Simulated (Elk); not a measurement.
# MnRh: is a spiral lower than the collinear state?

Spirals of any wavevector fit in the chemical cell when spin–orbit coupling is left out. What does E(q) of MnRh say of its order and magnons?

Method: LDA (Perdew-Wang); all-electron APW+lo, Dirac cores, scalar-relativistic bands, in Elk 11.2.3 (patched build).

## Step 1: Set-up

The structure is cubic, space group Pm-3m (No. 221). The conventional cell has a = 3.044 Å, b = 3.044 Å, c = 3.044 Å, α = 90.00°, β = 90.00°, γ = 90.00°. Mn has 8 Rh at 2.64 Å nearest. Nearest to Rh lie 8 Mn at 2.64 Å. Farther neighbours are not listed.

## Step 2: Reference state

The energies of all spirals count from this run, made with the same spinor basis and mesh so that errors cancel.

The moments start as ferro +, in the xy plane (a flat spiral, cone angle 90°).

The last three numbers of an atom's line are a seed field in its sphere. It points against the wanted moment and shrinks by the factor reducebf each loop.

Input file elk.in:

```
tasks
  0
  33
  73

xctype
  3

rgkmax
  7.0

nempty
  12

swidth
  0.002

reducebf
  0.5

epsengy
  1e-06

maxscl
  100

lmaxi
  2

spinsprl
  .true.

spinpol
  .true.

vqlss
  0.000000 0.000000 0.000000

sppath
  './'

avec
  5.75232632336 0.00000000000 0.00000000000
  0.00000000000 5.75232632336 0.00000000000
  0.00000000000 0.00000000000 5.75232632336

atoms
  2
  'Mn.in'
  1
  0.0000000000 0.0000000000 0.0000000000   -0.105000 0.000000 0.000000
  'Rh.in'
  1
  0.5000000000 0.5000000000 0.5000000000   0.000000 0.000000 0.000000

ngridk
  8 8 8

plot3d
  0 0 0
  1 0 0
  0 1 0
  0 0 1
  16 16 16
```

The run is started by

```bash
OMP_NUM_THREADS=2 elk
```

Numbers of over 12 decimals in the logs are rounded to 6 here.

The log of the run:

```text
┌─────────────────────────┐
│ Elk code version 11.2.3 │
└─────────────────────────┘

All units are atomic (Hartree, Bohr, etc.)

┌─────────────────────────────────────────────────┐
│ Ground-state run starting from atomic densities │
└─────────────────────────────────────────────────┘

Lattice vectors :
   5.752326323       0.000000000       0.000000000
   0.000000000       5.752326323       0.000000000
   0.000000000       0.000000000       5.752326323

Reciprocal lattice vectors :
   1.092285965       0.000000000       0.000000000
   0.000000000       1.092285965       0.000000000
   0.000000000       0.000000000       1.092285965

Unit cell volume      :    190.3402106
Brillouin zone volume :    1.303193964

Muffin-tin inner radius fraction :   0.1000000000E-01

Nuclei treated as point charges

Species : 1 (Mn)
 parameters loaded from : Mn.in
 name : manganese
 nuclear charge    :   -25.00000000
 electronic charge :    25.00000000
 atomic mass :    100145.9370
 muffin-tin radius :    2.367197149
 number of radial points in muffin-tin :    497
 inner part over the whole radius :   0.9838391674E-02
 number on inner part of muffin-tin    :    350
 approximate nuclear radius :   0.7074591925E-04
 number of mesh points to nuclear radius :    166
 atomic positions (lattice), magnetic fields (Cartesian) :
  1 :   0.00000000  0.00000000  0.00000000   -0.10500000  0.00000000  0.00000000

Species : 2 (Rh)
 parameters loaded from : Rh.in
 name : rhodium
 nuclear charge    :   -45.00000000
 electronic charge :    45.00000000
 atomic mass :    187585.2511
 muffin-tin radius :    2.564463578
 number of radial points in muffin-tin :    597
 inner part over the whole radius :   0.9971196642E-02
 number on inner part of muffin-tin    :    425
 approximate nuclear radius :   0.8524867730E-04
 number of mesh points to nuclear radius :    212
 atomic positions (lattice), magnetic fields (Cartesian) :
  1 :   0.50000000  0.50000000  0.50000000    0.00000000  0.00000000  0.00000000

Total number of atoms per unit cell :    2
Total muffin-tin volume :    126.2082717
 ratio of muffin-tin to unit cell volume :   0.6630667861

Spin treatment :
 spin-polarised
 global magnetic field (Cartesian) :    0.000000000       0.000000000       0.000000000
 non-collinear magnetisation
 spin-spiral state assumed
  q-vector (lattice)   :    0.000000000       0.000000000       0.000000000
  q-vector (Cartesian) :    0.000000000       0.000000000       0.000000000
  q-vector length      :    0.000000000

Number of Bravais lattice symmetries :   48
Number of crystal symmetries         :   48
Crystal has inversion symmetry
Real symmetric eigensolver will be used

k-point grid :      8     8     8
k-point offset :    0.000000000       0.000000000       0.000000000
k-point set is reduced with full crystal symmetry group
Total number of k-points :       35

Muffin-tin radius times maximum |G+k| :    7.000000000
 using average radius
Maximum |G+k| for APW functions       :    2.838800310
Maximum (1/2)|G+k|²                   :    4.029393600
Maximum |G| for potential and density :    12.00000000
Constant for pseudocharge density :    8
 order of it for each species :   15  15
 order of it for pair densities of each species (exact exchange by exxq0 0: 15) :    9  11
Radial integration step length :    1

G-vector grid sizes :     24    24    24
Number of G-vectors :     5497

Maximum angular momentum used for
 APW functions            :    8
 outer part of muffin-tin :    6
 inner part of muffin-tin :    2

Total nuclear charge    :   -70.00000000
Total core charge       :    38.00000000
Total valence charge    :    32.00000000
Total excess charge     :    0.000000000
Total electronic charge :    70.00000000

Effective Wigner radius, rₛ :   0.8658605748

Number of empty states         :     24
Total number of valence states :     82
Total number of core states    :     38

Third-order local-orbitals added for an l without core states : T
Total number of local-orbitals :     41

Exchange-correlation functional :      3     0     0
 Perdew-Wang/Ceperley-Alder, Phys. Rev. B 45, 13244 (1992)
 gradient requirement :    0
 local density approximation (LDA)

Smearing type :    3
 Fermi-Dirac
Smearing width :   0.2000000000E-02
Effective electronic temperature (K) :    631.5500496

Mixing type :    3
 Broyden mixing, J. Phys. A: Math. Gen. 17, L317 (1984)

Kohn-Sham potential initialised from atomic data

┌──────────────────────────────┐
│ Self-consistent loop started │
└──────────────────────────────┘

┌─────────────────┐
│ Loop number : 1 │
└─────────────────┘

Energies :
 Fermi                       :     0.200861
 sum of occupied eigenvalues :     -3531.1642961108
 electron kinetic            :      6143.1342167662
 core electron kinetic       :      5879.7591021065
 Coulomb                     :     -11895.889454073
 Coulomb potential           :     -9443.5774128602
 nuclear-nuclear             :     -810.38467976315
 electron-nuclear            :     -12754.889026478
 Hartree                     :      1669.3842521686
 Madelung                    :     -7174.1007476430
 xc potential                :     -230.60987497642
 xc effective B-field        :    -0.103757
 external B-field            :      0.000000
 exchange                    :     -177.65570883972
 correlation                 :     -6.347047
 electron entropic           :    -0.10940580210314E-02
 total energy                :     -5936.7590873919
 (external B-field energy excluded from total)

Density of states at Fermi energy :    85.98621027
 (states/Hartree/unit cell)

Estimated indirect band gap :   0.1135721975E-02
 from k-point 14 to k-point 9
Estimated direct band gap   :   0.4748678572E-02
 at k-point 17

Charges :
 core                        :    38.00000000
 valence                     :    32.00000000
 interstitial                :    2.481292018
 muffin-tins (core leakage)
  species : 1 (Mn)
   atom 1                    :    24.95706235     ( -0.3583061353E-05)
  species : 2 (Rh)
   atom 1                    :    42.56164563     ( -0.5273441193E-05)
 total in muffin-tins        :    67.51870798
 total calculated charge     :    69.99976155
 total charge                :    70.00000000
 error                       :   0.2384475123E-03

Moments :
 interstitial                :   0.1937714640E-01  0.5138211162E-11 -0.1908070336E-09
 muffin-tins
  species : 1 (Mn)
   atom 1                    :    2.391482811      0.8535023596E-10 -0.2994734969E-10
  species : 2 (Rh)
   atom 1                    :   0.2728295007      0.5412643766E-10 -0.1118661445E-08
 total in muffin-tins        :    2.664312312      0.1394766736E-09 -0.1148608795E-08
 total moment                :    2.683689458      0.1446148848E-09 -0.1339415828E-08

┌─────────────────┐
│ Loop number : 2 │
└─────────────────┘

Energies :
 Fermi                       :     0.203263
 sum of occupied eigenvalues :     -3531.2779199829
 electron kinetic            :      6143.4073111083
 core electron kinetic       :      5879.7815140924
 Coulomb                     :     -11896.335605651
 Coulomb potential           :     -9442.9947756521
 nuclear-nuclear             :     -810.38467976315
 electron-nuclear            :     -12756.418432370
 Hartree                     :      1670.4675064824
 Madelung                    :     -7174.8382178249
 xc potential                :     -231.57486078532
 xc effective B-field        :    -0.110993
 external B-field            :      0.000000
 exchange                    :     -177.64945717263
 correlation                 :     -6.345936
 electron entropic           :    -0.11400939730781E-02
 total energy                :     -5936.9248275356
 (external B-field energy excluded from total)

Density of states at Fermi energy :    87.77751568
 (states/Hartree/unit cell)

Estimated indirect band gap :   0.5187472782E-03
 from k-point 14 to k-point 13
Estimated direct band gap   :   0.3424615860E-02
 at k-point 17

Charges :
 core                        :    38.00000000
 valence                     :    32.00000000
 interstitial                :    2.475108324
 muffin-tins (core leakage)
  species : 1 (Mn)
   atom 1                    :    24.79575087     ( -0.3583061398E-05)
  species : 2 (Rh)
   atom 1                    :    42.72914081     ( -0.5273534452E-05)
 total in muffin-tins        :    67.52489168
 total calculated charge     :    69.99976224
 total charge                :    70.00000000
 error                       :   0.2377594691E-03

Moments :
 interstitial                :   0.2413816394E-01 -0.1607465780E-06  0.2841976981E-08
 muffin-tins
  species : 1 (Mn)
   atom 1                    :    2.481250988     -0.8110950486E-06 -0.7010999846E-08
  species : 2 (Rh)
   atom 1                    :   0.2731409553     -0.1293764423E-05 -0.1535619210E-06
 total in muffin-tins        :    2.754391943     -0.2104859471E-05 -0.1605729208E-06
 total moment                :    2.778530107     -0.2265606049E-05 -0.1577309439E-06

RMS change in Kohn-Sham potential (target) :   0.3720200892     (  0.1000000000E-05)
Absolute change in total energy (target)   :   0.1657401437     (  0.1000000000E-05)

[... loops 3 to 21 left out ...]

┌──────────────────┐
│ Loop number : 22 │
└──────────────────┘

Energies :
 Fermi                       :     0.305209
 sum of occupied eigenvalues :     -3526.2217553819
 electron kinetic            :      6151.7320892228
 core electron kinetic       :      5880.3257556258
 Coulomb                     :     -11904.466929332
 Coulomb potential           :     -9433.4660361624
 nuclear-nuclear             :     -810.38467976315
 electron-nuclear            :     -12782.847972214
 Hartree                     :      1688.7657226445
 Madelung                    :     -7187.7339112510
 xc potential                :     -244.27413213236
 xc effective B-field        :    -0.213676
 external B-field            :      0.000000
 exchange                    :     -178.14484813506
 correlation                 :     -6.349111
 electron entropic           :    -0.75390494624647E-03
 total energy                :     -5937.2295535524
 (external B-field energy excluded from total)

Density of states at Fermi energy :    60.53756478
 (states/Hartree/unit cell)

Estimated indirect band gap :   0.5358714630E-04
 from k-point 9 to k-point 12
Estimated direct band gap   :   0.3872597266E-02
 at k-point 21

Charges :
 core                        :    38.00000000
 valence                     :    32.00000000
 interstitial                :    2.191667417
 muffin-tins (core leakage)
  species : 1 (Mn)
   atom 1                    :    23.75489269     ( -0.3583061176E-05)
  species : 2 (Rh)
   atom 1                    :    44.05343989     ( -0.5274595416E-05)
 total in muffin-tins        :    67.80833258
 total calculated charge     :    69.99974323
 total charge                :    70.00000000
 error                       :   0.2567693944E-03

Moments :
 interstitial                :   0.8152062131E-01 -0.3434052135E-04 -0.3838755400E-06
 muffin-tins
  species : 1 (Mn)
   atom 1                    :    3.422424435     -0.1124561703E-02  0.9133425483E-06
  species : 2 (Rh)
   atom 1                    :   0.6076789081     -0.2978976691E-03 -0.1657843786E-04
 total in muffin-tins        :    4.030103343     -0.1422459372E-02 -0.1566509531E-04
 total moment                :    4.111623964     -0.1456799893E-02 -0.1604897085E-04

RMS change in Kohn-Sham potential (target) :   0.3531779398E-06 (  0.1000000000E-05)
Absolute change in total energy (target)   :   0.7998714864E-06 (  0.1000000000E-05)

Convergence targets achieved

┌──────────────────┐
│ Loop number : 23 │
└──────────────────┘

Energies :
 Fermi                       :     0.305209
 sum of occupied eigenvalues :     -3526.2217552531
 electron kinetic            :      6151.7320892014
 core electron kinetic       :      5880.3257555525
 Coulomb                     :     -11904.466929162
 Coulomb potential           :     -9433.4660361481
 nuclear-nuclear             :     -810.38467976315
 electron-nuclear            :     -12782.847971876
 Hartree                     :      1688.7657224774
 Madelung                    :     -7187.7339110876
 xc potential                :     -244.27413203394
 xc effective B-field        :    -0.213676
 external B-field            :      0.000000
 exchange                    :     -178.14484811938
 correlation                 :     -6.349111
 electron entropic           :    -0.75390503836081E-03
 total energy                :     -5937.2295533884
 (external B-field energy excluded from total)

Density of states at Fermi energy :    60.53757132
 (states/Hartree/unit cell)

Estimated indirect band gap :   0.5358253113E-04
 from k-point 9 to k-point 12
Estimated direct band gap   :   0.3872596568E-02
 at k-point 21

Charges :
 core                        :    38.00000000
 valence                     :    32.00000000
 interstitial                :    2.191667423
 muffin-tins (core leakage)
  species : 1 (Mn)
   atom 1                    :    23.75489269     ( -0.3583061131E-05)
  species : 2 (Rh)
   atom 1                    :    44.05343989     ( -0.5274595171E-05)
 total in muffin-tins        :    67.80833258
 total calculated charge     :    69.99974323
 total charge                :    70.00000000
 error                       :   0.2567693998E-03

Moments :
 interstitial                :   0.8152064556E-01 -0.3561526331E-04 -0.3810716984E-06
 muffin-tins
  species : 1 (Mn)
   atom 1                    :    3.422424329     -0.1178098450E-02  0.1043102296E-05
  species : 2 (Rh)
   atom 1                    :   0.6076788948     -0.3074107755E-03 -0.1655629670E-04
 total in muffin-tins        :    4.030103224     -0.1485509225E-02 -0.1551319441E-04
 total moment                :    4.111623869     -0.1521124489E-02 -0.1589426611E-04

┌──────────────────────────────┐
│ Self-consistent loop stopped │
└──────────────────────────────┘

Wrote STATE.OUT
```

Run time: 1.8 min. Hardware: 2 threads of Intel Xeon Platinum 8375C at 2.90GHz (Ice Lake), shared host; peak memory 0.12 GiB.

This step gave:

* density of states at the Fermi level: 2.225 states/eV/cell
* moment between the spheres: 0.08152, 0, 0 μB
* magnetization: 4.112, -0.001521, 0 μB
* final state: ferromagnetic
* largest moment: 3.422 μB

After 23 cycles the largest moment stands at 3.42 μB.

(Continued in part 2 of 2.)

[Logs and program files are shortened in this print: banners, set-up blocks, solver, clock and traceback lines can be left out without a mark of their own.]

[Logs are printed without paths, hosts, clocks, repeated set-up lines and the standing remarks that a program may print on its own settings, such as how far it seeks lower states.]

[Hosts, paths, dates, database ids (printed as entryN), source tags and the programs' standing remarks are cut or masked in the printed files.]

[Where a cell is said to come from a database of computed structures, the database is the Materials Project.]
